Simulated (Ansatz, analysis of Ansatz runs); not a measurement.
# Na5InO4 (Pmmn), nudged elastic band: V_Na hop (2.9 Å) (q = 0)

Aim: the barrier of one jump in Na5InO4 (Pmmn) at charge 0: V_Na hop (2.9 Å). The model is a cell of 40 host atoms with 1 Na taken out; Na is the atom that moves.

Method: plane-wave PAW DFT, r2SCAN; nudged elastic band between two relaxed defect structures, in Ansatz 0.2.0.

The raw output is cut from this account; settings, times and results stay.

## (1) The starting structure

The cell holds 39 atoms: 19 Na, 4 In and 16 O. Cell: a = 9.331 Å, b = 9.164 Å, c = 10.563 Å, α = 55.9°, β = 54.4°, γ = 69.7°. It derives from Na5InO4 (space group Pmmn). Nearest the centre at fractional (0.499, 0.727, 0.653): Na19 at 1.46 Å, O36 at 1.81 Å, O31 at 1.89 Å, Na14 at 2.84 Å, Na10 at 2.90 Å, Na15 at 3.02 Å, In21 at 3.03 Å, O25 at 3.08 Å.

The cell's shortest repeat is 9.2 Å.

## (2) Relaxation of the start point, charge 0

A barrier is counted from a minimum, so both ends are relaxed first. Small random displacements break the symmetry of the ideal sites, so that the defect can distort if it gains by it. The cell holds an odd number of electrons, so the run is spin-polarised with the moment held at 1 μB.

Input file q0_M1.start/input.yaml:

```yaml
crystal:
  lattice:
    - [0.0, 7.57193307, 5.45251831]
    - [7.36502645, 0.0, 5.45251831]
    - [7.36502645, 7.57193307, 0.0]
  atoms:
    - { symbol: Na, position: [0.10523025, 0.15050556, 0.58941216] }
    - { symbol: Na, position: [0.60523025, 0.65050555, 0.08941216] }
    - { symbol: Na, position: [0.15485203, 0.58941216, 0.65050555] }
    - { symbol: Na, position: [0.65485203, 0.08941216, 0.15050556] }
    - { symbol: Na, position: [0.15171515, 0.65171515, 0.34828485] }
    - { symbol: Na, position: [0.65171515, 0.15171515, 0.84828485] }
    - { symbol: Na, position: [0.84828485, 0.34828485, 0.15171515] }
    - { symbol: Na, position: [0.34514797, 0.91058784, 0.34949444] }
[... 27 atom lines left out ...]
    - { symbol: O, position: [0.37464626, 0.60810054, 0.89189946] }
    - { symbol: O, position: [0.87464626, 0.10810054, 0.39189946] }
    - { symbol: O, position: [0.10810054, 0.87464626, 0.62535374] }
    - { symbol: O, position: [0.60810054, 0.37464626, 0.12535374] }
basis:
  ecutwfc: 500
  xc_grid: 2
hamiltonian:
  xc: r2scan
kpoints:
  mp_grid: { grid: [1, 1, 1] }
magnetization:
  spin_polarized: true
  initial_magnetization: 1
  spin_locking: { lock_magnetization: hard }
scf:
  occupations: { method: fixed }
  max_iter: 100
output:
  forces: true
relax:
  f_tol: 0.02
  max_steps: 70
  random_displacement: { amplitude: 0.03, seed: 2951 }
```

Command:

```bash
$ ansatz run input.yaml --threads 4 --pin off --max-ram 7536MiB --backend cpu --events-out ev --progress --plain --runs-dir out
```

Elapsed: 97 s, on 4 threads of Arm Neoverse V2, shared host; peak memory 1.4 GiB; 6.3 min of CPU time.

The steps of the relaxation:

| step | energy less that of the first step (eV) | largest force component (eV/Å) |
| --- | --- | --- |
| 1 | 0.0000 | 1.0130 |
| 2 | -0.4803 | 0.3204 |
| 3 | -0.5836 | 0.1373 |
| 4 | -0.6237 | 0.0410 |
| 5 | -0.6249 | 0.0097 |

The atoms that moved most (Å, from the sites as typed, ahead of the random displacement, the mean shift of all atoms taken out):

| atom | dx | dy | dz | length |
| --- | --- | --- | --- | --- |
| Na8 | 0.171 | 0.224 | 0.018 | 0.283 |
| Na19 | 0.171 | -0.223 | 0.019 | 0.282 |
| Na1 | -0.170 | 0.222 | 0.017 | 0.280 |
| Na10 | -0.170 | -0.222 | 0.018 | 0.280 |
| O31 | -0.153 | 0.000 | 0.126 | 0.198 |
| O28 | 0.152 | 0.000 | 0.125 | 0.197 |
| O36 | 0.000 | 0.087 | -0.091 | 0.126 |
| O38 | 0.000 | -0.085 | -0.092 | 0.126 |

The relaxed structure:

```xyz
39
Lattice="0.0000 7.5719 5.4525 7.3650 0.0000 5.4525 7.3650 7.5719 0.0000" Properties=species:S:1:pos:R:3 pbc="T T T"
Na    5.2819    5.4861    1.4090
Na    5.4803    5.1465    6.8265
Na    9.1798    6.1013    4.0587
Na    1.7364    6.0951    4.1002
Na    7.3669    3.7895    4.3590
Na    7.3675   11.3611    4.3577
Na    3.6843    7.5763    6.5225
Na    9.4540    5.4880    6.8625
Na    9.2536   12.7173    6.8260
Na   12.6471    9.6657    6.8620
Na    5.4816   10.0054    6.8270
Na    5.6326    6.0950    4.1005
Na   12.9189   13.6737    9.5106
Na    9.1817    9.0484    4.0598
Na    9.1016    9.0568    9.5532
Na    5.5528    1.4767    4.0599
Na    5.6322    9.0565    4.1007
Na    1.8875    2.4339    1.3742
Na    9.4535    9.6646    6.8627
In    7.4117    7.5755    1.1796
In    7.3225    7.5759    6.6330
In    3.6847    3.8642    4.2020
In   11.0501   11.2884    9.6549
O     7.3301    1.7664    5.5451
O     7.4041    9.3381    5.5446
O     7.4037    5.8131    5.5454
O     7.3302   13.3849    5.5446
O     5.7662    7.5758    2.4214
O     5.5955    7.5763    7.7537
O     9.1378    7.5754    2.3013
O     8.9676    7.5762    7.8744
O     1.9278    3.8937    3.1143
O     9.2927   11.2585    8.5676
O     5.4419    3.8939    3.1146
O    12.8067   11.2579    8.5669
O    11.0498    9.6813    5.2643
O     3.6847    9.5628    5.3729
O    11.0498    5.4726    5.2632
O     3.6846    5.5901    5.3721
```

Neighbours of Na19 at the end:

| atom | distance (Å) |
| --- | --- |
| O36 | 2.259 |
| O33 | 2.339 |
| O31 | 2.371 |
| O25 | 2.458 |
| Na15 | 2.781 |
| Na14 | 2.883 |
| In21 | 2.993 |
| Na9 | 3.059 |

This step gave:

| Property | Result |
| --- | --- |
| free energy | -59844.9214 eV |
| total moment | 1 μB |
| integral of the absolute spin density | 1.256 μB |
| spin contamination | 0.006509 |
| largest move from the ideal geometry of this structure, a common shift of the far atoms taken out | 0.3048 Å |

The relaxation gained 0.625 eV and ended with a largest force component of 0.0097 eV/Å.

## (3) Relaxation of the end point, charge 0

The end point is relaxed in the same cell and settings, so that the two energies compare.

Input file q0_M1.end/input.yaml:

```yaml
crystal:
  lattice:
    - [0.0, 7.57193307, 5.45251831]
    - [7.36502645, 0.0, 5.45251831]
    - [7.36502645, 7.57193307, 0.0]
  atoms:
    - { symbol: Na, position: [0.10523025, 0.15050556, 0.58941216] }
    - { symbol: Na, position: [0.60523025, 0.65050555, 0.08941216] }
[... 5 atom lines left out ...]
    - { symbol: Na, position: [0.34514797, 0.91058784, 0.34949444] }
[... 1 atom line left out ...]
    - { symbol: Na, position: [0.41058784, 0.84514797, 0.89476975] }
[... 3 atom lines left out ...]
    - { symbol: Na, position: [0.34949444, 0.39476975, 0.84514797] }
    - { symbol: Na, position: [0.84949444, 0.89476975, 0.34514797] }
[... 3 atom lines left out ...]
    - { symbol: Na, position: [0.348221, 0.848221, 0.651779] }
[... 1 atom line left out ...]
    - { symbol: In, position: [0.6102807, 0.6102807, 0.3897193] }
[... 3 atom lines left out ...]
    - { symbol: O, position: [0.62535374, 0.39189946, 0.60810054] }
[... 2 atom lines left out ...]
    - { symbol: O, position: [0.3298546, 0.09178746, 0.6701454] }
[... 2 atom lines left out ...]
    - { symbol: O, position: [0.59178746, 0.8298546, 0.40821254] }
[... 1 atom line left out ...]
    - { symbol: O, position: [0.90821254, 0.6701454, 0.59178746] }
[... 2 atom lines left out ...]
    - { symbol: O, position: [0.37464626, 0.60810054, 0.89189946] }
[... 1 atom line left out ...]
    - { symbol: O, position: [0.10810054, 0.87464626, 0.62535374] }
    - { symbol: O, position: [0.60810054, 0.37464626, 0.12535374] }
basis:
  ecutwfc: 500
  xc_grid: 2
hamiltonian:
  xc: r2scan
kpoints:
  mp_grid: { grid: [1, 1, 1] }
magnetization:
  spin_polarized: true
  initial_magnetization: 1
  spin_locking: { lock_magnetization: hard }
scf:
  occupations: { method: fixed }
  max_iter: 100
output:
  forces: true
relax:
  f_tol: 0.02
  max_steps: 70
  random_displacement: { amplitude: 0.03, seed: 2951 }
```

Run time: 2.1 min. Hardware: 4 threads; peak memory 1.4 GiB; 8.4 min of CPU time.

Step by step:

| step | energy less that of the first step (eV) | largest force component (eV/Å) |
| --- | --- | --- |
| 1 | 0.0000 | 1.0169 |
| 2 | -0.5582 | 0.2942 |
| 3 | -0.6841 | 0.1056 |
| 4 | -0.7049 | 0.0282 |
| 5 | -0.7080 | 0.0263 |
| 6 | -0.7085 | 0.0116 |

The atoms that moved most (Å, from the sites as typed, ahead of the random displacement, the mean shift of all atoms taken out):

| atom | dx | dy | dz | length |
| --- | --- | --- | --- | --- |
| Na9 | -0.064 | -0.557 | -0.110 | 0.571 |
| Na15 | -0.023 | 0.121 | -0.253 | 0.282 |
| O33 | -0.031 | 0.117 | 0.198 | 0.232 |
| O36 | 0.137 | -0.036 | -0.104 | 0.176 |
| O31 | -0.033 | -0.158 | 0.042 | 0.167 |
| O30 | -0.021 | 0.135 | 0.068 | 0.152 |
| O25 | -0.126 | -0.018 | -0.080 | 0.151 |
| Na14 | 0.019 | 0.063 | 0.133 | 0.148 |

Neighbours of Na19 at the end:

| atom | distance (Å) |
| --- | --- |
| O31 | 2.274 |
| O36 | 2.280 |
| O28 | 2.331 |
| O38 | 2.399 |
| Na10 | 2.885 |
| Na8 | 2.971 |
| Na1 | 3.033 |
| Na14 | 3.295 |

This step gave:

| Quantity | Value |
| --- | --- |
| free energy | -59845.3331 eV |
| total moment | 1 μB |
| integral of the absolute spin density | 1.259 μB |
| spin contamination | 0.004403 |
| largest move from the ideal geometry of this structure, a common shift of the far atoms taken out | 0.5549 Å |

The relaxation gained 0.708 eV and ended with a largest force component of 0.012 eV/Å. The end lies 0.412 eV below the start.

## (4) Nudged elastic band, charge 0

3 movable images are laid between the ends on straight lines. Each image feels the true force across the path and a spring force along it. The highest image is set to climb to the top of the path.

This step: plane-wave PAW DFT, r2SCAN; nudged elastic band between two relaxed defect structures.

Input file q0_M1.neb/input.yaml:

```yaml
crystal:
  lattice:
    - [0.0, 7.57193307, 5.45251831]
    - [7.36502645, 0.0, 5.45251831]
    - [7.36502645, 7.57193307, 0.0]
  atoms:
    - { symbol: Na, position: [0.13289258, 0.12552376, 0.5916381] }
    - { symbol: Na, position: [0.59379103, 0.65820331, 0.08588805] }
    - { symbol: Na, position: [0.15187193, 0.59249427, 0.65391185] }
    - { symbol: Na, position: [0.66059077, 0.09139838, 0.14437128] }
    - { symbol: Na, position: [0.14982573, 0.64961709, 0.35064141] }
    - { symbol: Na, position: [0.64964922, 0.14955155, 0.85077902] }
    - { symbol: Na, position: [0.8482917, 0.34795365, 0.15229144] }
    - { symbol: Na, position: [0.34986763, 0.90871802, 0.37491876] }
    - { symbol: Na, position: [0.83750165, 0.41439088, 0.8420289] }
    - { symbol: Na, position: [0.40892403, 0.84958177, 0.86759647] }
    - { symbol: Na, position: [0.91459539, 0.33748903, 0.40678184] }
    - { symbol: Na, position: [0.39609943, 0.35593631, 0.40884431] }
    - { symbol: Na, position: [0.89800209, 0.8462565, 0.90783201] }
    - { symbol: Na, position: [0.34645224, 0.39811342, 0.84854235] }
    - { symbol: Na, position: [0.85618784, 0.89587442, 0.33991428] }
    - { symbol: Na, position: [0.09283906, 0.65174735, 0.10219007] }
    - { symbol: Na, position: [0.59170256, 0.16036367, 0.60436491] }
    - { symbol: Na, position: [0.15859062, 0.09344175, 0.16284058] }
    - { symbol: Na, position: [0.62571108, 0.63291231, 0.65065919] }
    - { symbol: In, position: [0.10523491, 0.11110063, 0.89523614] }
    - { symbol: In, position: [0.61139362, 0.60510123, 0.38912748] }
    - { symbol: In, position: [0.39034967, 0.38030707, 0.11998524] }
    - { symbol: In, position: [0.88059584, 0.89012471, 0.61022258] }
    - { symbol: O, position: [0.12750803, 0.88947881, 0.10578011] }
    - { symbol: O, position: [0.62241633, 0.3944702, 0.61083943] }
    - { symbol: O, position: [0.38975648, 0.62728205, 0.37796668] }
    - { symbol: O, position: [0.89465721, 0.12222607, 0.87303883] }
    - { symbol: O, position: [0.33083982, 0.11324715, 0.66966924] }
    - { symbol: O, position: [0.83143421, 0.59059736, 0.16914559] }
    - { symbol: O, position: [0.09091013, 0.33115381, 0.90955262] }
    - { symbol: O, position: [0.6135694, 0.83060375, 0.38699191] }
    - { symbol: O, position: [0.41182515, 0.15934753, 0.1024047] }
    - { symbol: O, position: [0.89821901, 0.67309135, 0.58864864] }
    - { symbol: O, position: [0.173294, 0.39792268, 0.34096574] }
    - { symbol: O, position: [0.65955981, 0.91162157, 0.82723835] }
    - { symbol: O, position: [0.37187298, 0.59359851, 0.90670571] }
    - { symbol: O, position: [0.87400899, 0.11138404, 0.38891178] }
    - { symbol: O, position: [0.09386162, 0.8714259, 0.62888154] }
    - { symbol: O, position: [0.61161787, 0.37362863, 0.12665382] }
basis:
  ecutwfc: 500
  xc_grid: 2
hamiltonian:
  xc: r2scan
kpoints:
  mp_grid: { grid: [1, 1, 1] }
magnetization:
  spin_polarized: true
  initial_magnetization: 1
  spin_locking: { lock_magnetization: hard }
scf:
  occupations: { method: fixed }
  max_iter: 100
output:
  forces: true
neb:
  images: 3
  f_tol: 0.05
  climbing: true
  initial_path: linear
  max_iterations: 45
  order_check: false
  final_atoms:
    - { symbol: Na, position: [0.10823148, 0.14681502, 0.59310876] }
    - { symbol: Na, position: [0.60823963, 0.64786391, 0.09371807] }
[... 5 atom lines left out ...]
    - { symbol: Na, position: [0.34451915, 0.90874552, 0.35146218] }
[... 1 atom line left out ...]
    - { symbol: Na, position: [0.40621356, 0.84112723, 0.89984091] }
[... 3 atom lines left out ...]
    - { symbol: Na, position: [0.36301332, 0.40185044, 0.84087198] }
    - { symbol: Na, position: [0.83427809, 0.85972218, 0.37727333] }
[... 3 atom lines left out ...]
    - { symbol: Na, position: [0.3619181, 0.83485382, 0.65440416] }
[... 1 atom line left out ...]
    - { symbol: In, position: [0.6099657, 0.6058641, 0.39944411] }
[... 3 atom lines left out ...]
    - { symbol: O, position: [0.62386224, 0.37484192, 0.60819189] }
[... 2 atom lines left out ...]
    - { symbol: O, position: [0.32501671, 0.08668118, 0.67563027] }
[... 2 atom lines left out ...]
    - { symbol: O, position: [0.58588976, 0.83962073, 0.39416998] }
[... 1 atom line left out ...]
    - { symbol: O, position: [0.93469163, 0.67616805, 0.58169214] }
[... 2 atom lines left out ...]
    - { symbol: O, position: [0.35189826, 0.60790129, 0.91081545] }
[... 1 atom line left out ...]
    - { symbol: O, position: [0.10910598, 0.87325885, 0.63085916] }
    - { symbol: O, position: [0.60568463, 0.37950961, 0.12201413] }
```

It took 16 min on 4 threads; peak memory 3.8 GiB; 55 min of CPU time.

Images along the path:

| image | path (Å) | energy (eV) | Na19: x, y, z (Å) |
| --- | --- | --- | --- |
| 0 | 0.000 | 0.0000 | 9.454, 9.665, 6.863 |
| 1 | 0.647 | 0.0911 | 9.841, 9.384, 6.982 |
| 2 | 1.293 | 0.2043 | 10.295, 9.005, 7.073 |
| 3 | 2.207 | -0.1421 | 10.764, 8.308, 6.913 |
| 4 | 3.106 | -0.4117 | 10.968, 7.696, 6.525 |

This step gave:

* free energy: -59844.7171 eV
* total moment: 1 μB
* integral of the absolute spin density: 1.265 μB
* spin contamination: 0.004677
* barrier forward: 0.2043 eV
* barrier backward: 0.6160 eV
* end less start: -0.4117 eV
* hop length: 2.507 Å

Track of the atom that was set to move:

| image | x (Å) | y (Å) | z (Å) | nearest neighbour | distance (Å) |
| --- | --- | --- | --- | --- | --- |
| 0 | 9.454 | 9.665 | 6.863 | O | 2.259 |
| 1 | 9.841 | 9.384 | 6.982 | O | 2.198 |
| 2 | 10.29 | 9.005 | 7.073 | O | 2.162 |
| 3 | 10.76 | 8.308 | 6.913 | O | 2.179 |
| 4 | 10.97 | 7.696 | 6.525 | O | 2.274 |

The band met its tolerance of 0.05 eV/Å after 7 iterations, with image 2 on top (the start counts as 0). Na19, which moves farthest between the ends, has 4 O at 2.26 to 2.46 Å nearest at the start and 2 O at 2.16 to 2.19 Å at the top.

[end of part 1 of 2]

[Long decimals in the printed logs are rounded to 6 places.]

[Repeated set-up lines and some long k-point lines are left out of the logs, and relaxed atomic positions are cut to six decimals.]

[Logs are printed without paths, hosts, clocks, repeated set-up lines and the standing remarks that a program may print on its own settings, such as how far it seeks lower states.]

[Hosts, paths, dates, database ids (printed as entryN), source tags and the programs' standing remarks are cut or masked in the printed files.]
